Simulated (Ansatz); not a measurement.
An input for Ansatz 0.2.0 (CdTe (F-43m)):

```yaml
crystal:
  lattice:
    - [0.0, 3.24, 3.24]
    - [3.24, 0.0, 3.24]
    - [3.24, 3.24, 0.0]
  atoms:
    - { symbol: Cd, position: [0.0, 0.0, 0.0] }
    - { symbol: Te, position: [0.25, 0.25, 0.25] }
kpoints:
  mp_grid: { grid: [8, 8, 8] }
hamiltonian:
  xc: pbe
  pseudopotentials: { kind: paw, azcp: { folder: soft_1 } }
scf:
  occupations: { method: fixed }
gw:
  n_empty_bands: 154
  ecut_chi: 100
  qp_bands: [v2, c2]
  qp_kpoints: band_edges
  screening: { model: contour_deformation }
```

```sh
ansatz run input.yaml --threads 3 --pin off --max-ram 92160MiB --backend cuda --events-out ev --progress --plain --runs-dir out --devices 1 --max-vram 13GiB
```

Question: Estimate wall time and host memory on 1 × NVIDIA H100 80GB HBM3 (shared by 6 runs) with 3 threads of AMD EPYC 7R13 (Zen 3), shared host.

It took 41 s; on shared hardware allow 20 s to 81 s. Peak host memory was 1.4 GiB. The sizes that set the cost: 1363 plane waves a state, 29 irreducible k points, 172 bands summed, 169 plane waves in the screening and 7 SCF cycles.

The screening grows as filled bands × empty bands × pairs of k points, times the square of the screening basis for the matrix.

[Paths, hosts, dates, memory and timing lines, banners, echoed tables and standing remarks are left out of the program output.]

[Logs are printed without paths, hosts, clocks, repeated set-up lines and the standing remarks that a program may print on its own settings, such as how far it seeks lower states.]

[Runs of the session that timed out or met a known fault of the program may be left out.]

[Cells called generated may have been cut or substituted from an entry of the Crystallography Open Database or the Materials Project.]

[Hosts, paths, dates, database ids (printed as entryN), source tags and the programs' standing remarks are cut or masked in the printed files.]
